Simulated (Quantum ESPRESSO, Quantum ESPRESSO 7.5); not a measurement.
**arsenene, 1 layer, stepped through the field along the normal**

Wanted: a table for arsenene, 1 layer against the field along the normal, and what can be fitted to it.

Main program and level: Quantum ESPRESSO 7.5; plane-wave DFT, PBE, GBRV ultrasoft pseudopotentials (geometry by pw.x at PBE-D3(BJ), GBRV ultrasoft).

## (1) Starting point

The cell holds 2 atoms: 2 As. Its edges and angles: a = 3.610 Å, b = 3.610 Å, c = 18.400 Å, α = 90.0°, β = 90.0°, γ = 120.0°. It derives from As. Vacuum lies along c.

Set-up: Cell and atoms are relaxed without a field with a D3(BJ) correction and then held. Sawtooth field with dipole correction, 17 Å of vacuum in the starting cell, Fermi-Dirac smearing of 0.002 Ry; bands along a path at each field.

Members -0.05, 0.1, -0.1, 0.2, -0.2, 0.3 and -0.3 took the same steps and show in the table alone.

## (2) Relaxing cell and ions of the reference

What the set-up leaves free in this member is relaxed.

File ref.relax.in:

```
&control
  prefix = 'ref.relax'
  outdir = './out'
  pseudo_dir = './pseudo'
  nstep = 80
  forc_conv_thr = 0.0004
  calculation = 'vc-relax'
  etot_conv_thr = 1e-06
/
&system
  ibrav = 0
  nat = 2
  ntyp = 1
  ecutwfc = 50
  ecutrho = 250
  vdw_corr = 'grimme-d3'
  dftd3_version = 4
  occupations = 'smearing'
  smearing = 'fd'
  degauss = 0.004
/
&electrons
  conv_thr = 1e-09
  mixing_beta = 0.4
  electron_maxstep = 120
  mixing_mode = 'plain'
/
&ions
/
&cell
  cell_dofree = '2Dxy'
  press_conv_thr = 0.3
/
ATOMIC_SPECIES
  As  74.9216  as_pbe_v1.uspp.F.UPF
CELL_PARAMETERS angstrom
  3.61000000000000 0.00000000000000 0.00000000000000
  -1.80500000000000 3.12635170766182 0.00000000000000
  0.00000000000000 0.00000000000000 18.40000000000000
ATOMIC_POSITIONS crystal
  As  0.666666666700 0.333333333300 0.461956521739
  As  0.333333333300 0.666666666700 0.538043478261
K_POINTS automatic
  12 12 1 0 0 0
```

On the command line:

```sh
> OMP_NUM_THREADS=1 mpirun -n 4 pw.x -nk 4 -in ref.relax.in > ref.relax.out
```

The program printed:

```text
Program PWSCF v.7.5 starts
[citation notice left out]

     Parallel version (MPI & OpenMP), running on       4 processor cores
     Number of MPI processes:                 4
     Threads/MPI process:                     1

     MPI processes distributed on     1 nodes
[...]
Current dimensions of program PWSCF are:
     Max number of different atomic species (ntypx) = 10
     Max number of k-points (npk) =  40000
     Max angular momentum in pseudopotentials (lmaxx) =  4
     Message from routine setup:
     using ibrav=0 with symmetry is DISCOURAGED, use correct ibrav instead

     K-points division:     npool     =       4
     Subspace diagonalization in iterative solution of the eigenvalue problem:
     a serial algorithm will be used

     G-vector sticks info
     --------------------
     sticks:   dense  smooth     PW     G-vecs:    dense   smooth      PW
     Sum         805     649    199                93595    67009   10735

     Using Slab Decomposition

     bravais-lattice index     =            0
     lattice parameter (alat)  =       6.8219  a.u.
     unit-cell volume          =    1401.3914 (a.u.)^3
     number of atoms/cell      =            2
     number of atomic types    =            1
     number of electrons       =        10.00
     number of Kohn-Sham states=            9
     kinetic-energy cutoff     =      50.0000  Ry
     charge density cutoff     =     250.0000  Ry
     scf convergence threshold =      1.0E-09
     mixing beta               =       0.4000
     number of iterations used =            8  plain     mixing
     energy convergence thresh.=      1.0E-06
     force convergence thresh. =      4.0E-04
     press convergence thresh. =      3.0E-01
     Exchange-correlation= SLA  PW   PBE  PBE
                           (   1   4   3   4   0   0   0)
     nstep                     =           80

     celldm(1)=   6.821911  celldm(2)=   0.000000  celldm(3)=   0.000000
     celldm(4)=   0.000000  celldm(5)=   0.000000  celldm(6)=   0.000000

     crystal axes: (cart. coord. in units of alat)
               a(1) = (   1.000000   0.000000   0.000000 )
               a(2) = (  -0.500000   0.866025   0.000000 )
               a(3) = (   0.000000   0.000000   5.096953 )

     reciprocal axes: (cart. coord. in units 2 pi/alat)
               b(1) = (  1.000000  0.577350 -0.000000 )
               b(2) = (  0.000000  1.154701  0.000000 )
               b(3) = (  0.000000 -0.000000  0.196196 )

     PseudoPot. # 1 for As read from file:
     ./pseudo/as_pbe_v1.uspp.F.UPF
     Pseudo is Ultrasoft + core correction, Zval =  5.0
     Generated by new atomic code, or converted to UPF format
     Using radial grid of  875 points,  6 beta functions with:
                l(1) =   0
                l(2) =   0
                l(3) =   1
                l(4) =   1
                l(5) =   2
                l(6) =   2
     Q(r) pseudized with  8 coefficients,  rinner =    1.300   1.300   1.300
                                                       1.300   1.300

     atomic species   valence    mass     pseudopotential
     As                5.00    74.92160     As( 1.00)

     12 Sym. Ops., with inversion, found

   Cartesian axes

     site n.     atom                  positions (alat units)
         1        As     tau(   1) = (   0.5000000   0.2886751   2.3545706  )
         2        As     tau(   2) = (  -0.0000000   0.5773503   2.7423823  )

     --------------------------------------------
     DFT-D3 Dispersion Correction (3-body terms):
     --------------------------------------------
       Reference C6 values for interpolation:

         atom   Coordination number   C6
         As         0.000           525.90
         As         0.989           508.38
         As         1.979           482.50
         As         2.971           448.57

       Values used:

         atom   Coordination number  R0_AB[au]  C6      C8
         As         3.442            3.461    448.59  34551.20
         As         3.442            3.461    448.59  34551.20

         Molecular C6 ( Ry / a.u.^6 ) =      1794.34

     number of k points=    19  Fermi-Dirac smearing, width (Ry)=  0.0040
                       cart. coord. in units 2pi/alat
        k(    1) = (   0.0000000   0.0000000   0.0000000), wk =   0.0138889
        k(    2) = (   0.0000000   0.0962250   0.0000000), wk =   0.0833333
        k(    3) = (   0.0000000   0.1924501   0.0000000), wk =   0.0833333
        k(    4) = (   0.0000000   0.2886751   0.0000000), wk =   0.0833333
        k(    5) = (   0.0000000   0.3849002   0.0000000), wk =   0.0833333
        k(    6) = (   0.0000000   0.4811252   0.0000000), wk =   0.0833333
        k(    7) = (   0.0000000  -0.5773503   0.0000000), wk =   0.0416667
        k(    8) = (   0.0833333   0.1443376   0.0000000), wk =   0.0833333
        k(    9) = (   0.0833333   0.2405626   0.0000000), wk =   0.1666667
        k(   10) = (   0.0833333   0.3367877   0.0000000), wk =   0.1666667
[...]
k(   19) = (   0.3333333   0.5773503   0.0000000), wk =   0.0277778

     Dense  grid:    93595 G-vectors     FFT dimensions: (  36,  36, 180)

     Smooth grid:    67009 G-vectors     FFT dimensions: (  32,  32, 160)

     Estimated max dynamical RAM per process >     141.06 MB

     Estimated total dynamical RAM >     495.69 MB

     Initial potential from superposition of free atoms

     starting charge       9.9995, renormalised to      10.0000

     negative rho (up, down):  9.733E-05 0.000E+00
     Starting wfcs are    8 randomized atomic wfcs +    1 random wfcs

     total cpu time spent up to now is        0.8 secs

     per-process dynamical memory:    64.4 Mb

     Self-consistent Calculation

     iteration #  1     ecut=    50.00 Ry     beta= 0.40
     Davidson diagonalization with overlap
     ethr =  1.00E-02,  avg # of iterations =  5.0

     Threshold (ethr) on eigenvalues was too large:
     Diagonalizing with lowered threshold

     Davidson diagonalization with overlap
     ethr =  2.14E-04,  avg # of iterations =  3.9

     negative rho (up, down):  1.795E-05 0.000E+00

     total cpu time spent up to now is        2.4 secs

     total energy              =     -80.57389492 Ry
     estimated scf accuracy    <       0.02089234 Ry

     iteration #  2     ecut=    50.00 Ry     beta= 0.40
[...]
negative rho (up, down):  4.469E-05 0.000E+00

[...]
total energy              =     -80.57339490 Ry
     estimated scf accuracy    <       0.00614371 Ry

[...]
internal energy E=F+TS    =     -80.57406079 Ry

     The total energy is F=E-TS. E is the sum of the following terms:
     one-electron contribution =    -117.61170115 Ry
     hartree contribution      =      60.65497780 Ry
     xc contribution           =     -63.00327183 Ry
     ewald contribution        =      39.41650555 Ry
     DFT-D3 Dispersion         =      -0.03057116 Ry

     convergence has been achieved in   5 iterations

     negative rho (up, down):  1.011E-04 0.000E+00

     Forces acting on atoms (cartesian axes, Ry/au):

     atom    1 type  1   force =    -0.00000000   -0.00000000   -0.00015743
     atom    2 type  1   force =     0.00000000    0.00000000    0.00015743

     Total force =     0.000223     Total SCF correction =     0.000002

     Computing stress (Cartesian axis) and pressure

     negative rho (up, down):  1.011E-04 0.000E+00
          total   stress  (Ry/bohr**3)                   (kbar)     P=       -1.79
  -0.00001812  -0.00000000   0.00000000           -2.67       -0.00        0.00
  -0.00000000  -0.00001812   0.00000000           -0.00       -2.67        0.00
   0.00000000   0.00000000  -0.00000035            0.00        0.00       -0.05

     Energy error            =      3.4E-05 Ry
     Gradient error          =      1.6E-04 Ry/Bohr
     Cell gradient error     =      2.7E+00 kbar

     number of scf cycles    =   3
     number of bfgs steps    =   2

     enthalpy           old  =     -80.5740265360 Ry
     enthalpy           new  =     -80.5740607877 Ry

     CASE: enthalpy          _new < enthalpy          _old

     new trust radius        =       0.0069461428 bohr
     new conv_thr            =            1.0E-11 Ry

     new unit-cell volume =   1395.48790 a.u.^3 (   206.78997 Ang^3 )
     density =      1.20325 g/cm^3

CELL_PARAMETERS (angstrom)
   3.602388180  -0.000000000   0.000000000
  -1.801194090   3.119759678   0.000000000
   0.000000000   0.000000000  18.400000000

ATOMIC_POSITIONS (crystal)
As               0.6666666667        0.3333333333        0.4620996566
As               0.3333333333        0.6666666667        0.5379003434

[...]
NEW-OLD atomic charge density approx. for the potential
     New effective cutoffs (rho, wfc):  250.84   50.21

     negative rho (up, down):  1.028E-04 0.000E+00

     total cpu time spent up to now is       25.0 secs

     per-process dynamical memory:    68.5 Mb

[...]
!    total energy              =     -80.57410346 Ry
[...]
Total force =     0.001672     Total SCF correction =     0.000000
[...]
number of bfgs steps    =   3
[...]
new trust radius        =       0.0104192142 bohr
[...]
!    total energy              =     -80.57415365 Ry
[...]
Total force =     0.003032     Total SCF correction =     0.000007
[...]
number of bfgs steps    =   4
[...]
new trust radius        =       0.0156288213 bohr
[...]
!    total energy              =     -80.57420864 Ry
[...]
Total force =     0.004052     Total SCF correction =     0.000002
[...]
number of bfgs steps    =   5
[...]
new trust radius        =       0.0223195712 bohr
[...]
!    total energy              =     -80.57424845 Ry
[...]
Total force =     0.003881     Total SCF correction =     0.000005
[...]
number of bfgs steps    =   6
[...]
new trust radius        =       0.0039668853 bohr
[...]
!    total energy              =     -80.57425726 Ry
[...]
Total force =     0.002514     Total SCF correction =     0.000003
[...]
number of bfgs steps    =   7
[...]
new trust radius        =       0.0030914784 bohr
[...]
!    total energy              =     -80.57426300 Ry
[...]
Total force =     0.000225     Total SCF correction =     0.000003
[...]
number of bfgs steps    =   8
[...]
new trust radius        =       0.0009830088 bohr
[...]
!    total energy              =     -80.57426313 Ry
[...]
Total force =     0.000006     Total SCF correction =     0.000002
[...]
Self-consistent Calculation

     iteration #  1     ecut=    50.00 Ry     beta= 0.40
     Davidson diagonalization with overlap
     c_bands:  1 eigenvalues not converged
     c_bands:  1 eigenvalues not converged
     c_bands:  1 eigenvalues not converged
     ethr =  1.00E-06,  avg # of iterations = 17.9

     negative rho (up, down):  1.779E-05 0.000E+00

     total cpu time spent up to now is       78.6 secs

     total energy              =     -80.57463602 Ry
     estimated scf accuracy    <       0.02119765 Ry

[...]
iteration # 10     ecut=    50.00 Ry     beta= 0.40
[...]
negative rho (up, down):  9.809E-05 0.000E+00

[...]
End of self-consistent calculation

          k = 0.0000 0.0000 0.0000 (  8269 PWs)   bands (ev):

   -16.3814 -10.0508  -3.4464  -2.7282  -2.7282  -0.7060   0.7693   0.7693
     2.0186

          k = 0.0000 0.0971 0.0000 (  8227 PWs)   bands (ev):

   -16.2873 -10.0325  -3.6417  -3.3986  -2.9422  -0.1055   0.6665   0.9832
     2.1610

          k = 0.0000 0.1942 0.0000 (  8263 PWs)   bands (ev):

   -16.0080 -10.0242  -5.0058  -3.4143  -3.2919  -0.4925   1.3651   1.3956
     2.4774

          k = 0.0000 0.2913 0.0000 (  8267 PWs)   bands (ev):

   -15.5534 -10.1880  -6.0582  -3.9114  -3.2791  -1.0586   1.5618   1.6815
     2.8442

          k = 0.0000 0.3884 0.0000 (  8215 PWs)   bands (ev):

   -14.9498 -10.7197  -6.4975  -4.3137  -3.6013  -1.1935   1.0444   1.7667
     3.5214

          k = 0.0000 0.4855 0.0000 (  8206 PWs)   bands (ev):

   -14.2808 -11.4918  -6.4180  -4.5696  -4.1417  -0.9714   0.5123   1.7533
     3.6099

[...]
the Fermi energy is    -1.9918 ev

!    total energy              =     -80.57425382 Ry
     estimated scf accuracy    <          1.2E-12 Ry
     smearing contrib. (-TS)   =      -0.00000000 Ry
     internal energy E=F+TS    =     -80.57425381 Ry

     The total energy is F=E-TS. E is the sum of the following terms:
     one-electron contribution =    -119.27418753 Ry
     hartree contribution      =      61.50532732 Ry
     xc contribution           =     -63.01796986 Ry
     ewald contribution        =      40.24363820 Ry
     DFT-D3 Dispersion         =      -0.03106195 Ry

     convergence has been achieved in  10 iterations

     negative rho (up, down):  9.809E-05 0.000E+00

     Forces acting on atoms (cartesian axes, Ry/au):

     atom    1 type  1   force =     0.00000000    0.00000000   -0.00001800
     atom    2 type  1   force =    -0.00000000   -0.00000000    0.00001800

     Total force =     0.000025     Total SCF correction =     0.000001

     Computing stress (Cartesian axis) and pressure

     negative rho (up, down):  9.809E-05 0.000E+00
          total   stress  (Ry/bohr**3)                   (kbar)     P=       -0.02
   0.00000010   0.00000000   0.00000000            0.02        0.00        0.00
  -0.00000000   0.00000010   0.00000000           -0.00        0.02        0.00
   0.00000000   0.00000000  -0.00000064            0.00        0.00       -0.09

[...]
=------------------------------------------------------------------------------=
   JOB DONE.
=------------------------------------------------------------------------------=
```

Elapsed: 88 s, on 4 MPI ranks of Arm Neoverse V1, shared host; peak memory 0.66 GiB.

The steps of the relaxation:

```csv
step,energy less that of the first step (eV),largest force (eV/Å),volume (Å³)
1,0.0000,0.0638,207.66
2,-0.0006,0.0231,207.43
3,-0.0010,0.0040,207.17
4,-0.0016,0.0304,206.79
5,-0.0023,0.0551,206.21
6,-0.0030,0.0737,205.35
7,-0.0036,0.0706,204.12
8,-0.0037,0.0457,203.90
9,-0.0038,0.0041,203.86
10,-0.0038,0.0001,203.91
11,-0.0037,0.0005,203.91
```

```csv
cell as run,before,after,change
a (Å),3.610,3.577,-0.9 %
b (Å),3.610,3.577,-0.9 %
```

Final coordinates:

```
As
1.0
     3.57723    0.00000    0.00000
    -1.78861    3.09797    0.00000
     0.00000    0.00000   18.40000
As
2
Direct
  0.66667 0.33333 0.46185
  0.33333 0.66667 0.53815
```

 The last row is no step: it is a fresh SCF in the final cell with a new plane-wave basis, +0 meV from the row before.

Read from the output:

| Item | Value |
| --- | --- |
| free energy | -1096.2686 eV |
| Fermi energy | -1.992 eV |

(Part 1 of 4 ends here.)

[Logs are printed without paths, hosts, clocks, repeated set-up lines and the standing remarks that a program may print on its own settings, such as how far it seeks lower states.]

[Hosts, paths, dates, database ids (printed as entryN), source tags and the programs' standing remarks are cut or masked in the printed files.]

[Maps of the electrostatic potential energy from Ansatz leave out the sawtooth potential of an applied field or a dipole correction, so their vacuum need not be flat; planar profiles and work functions include it.]
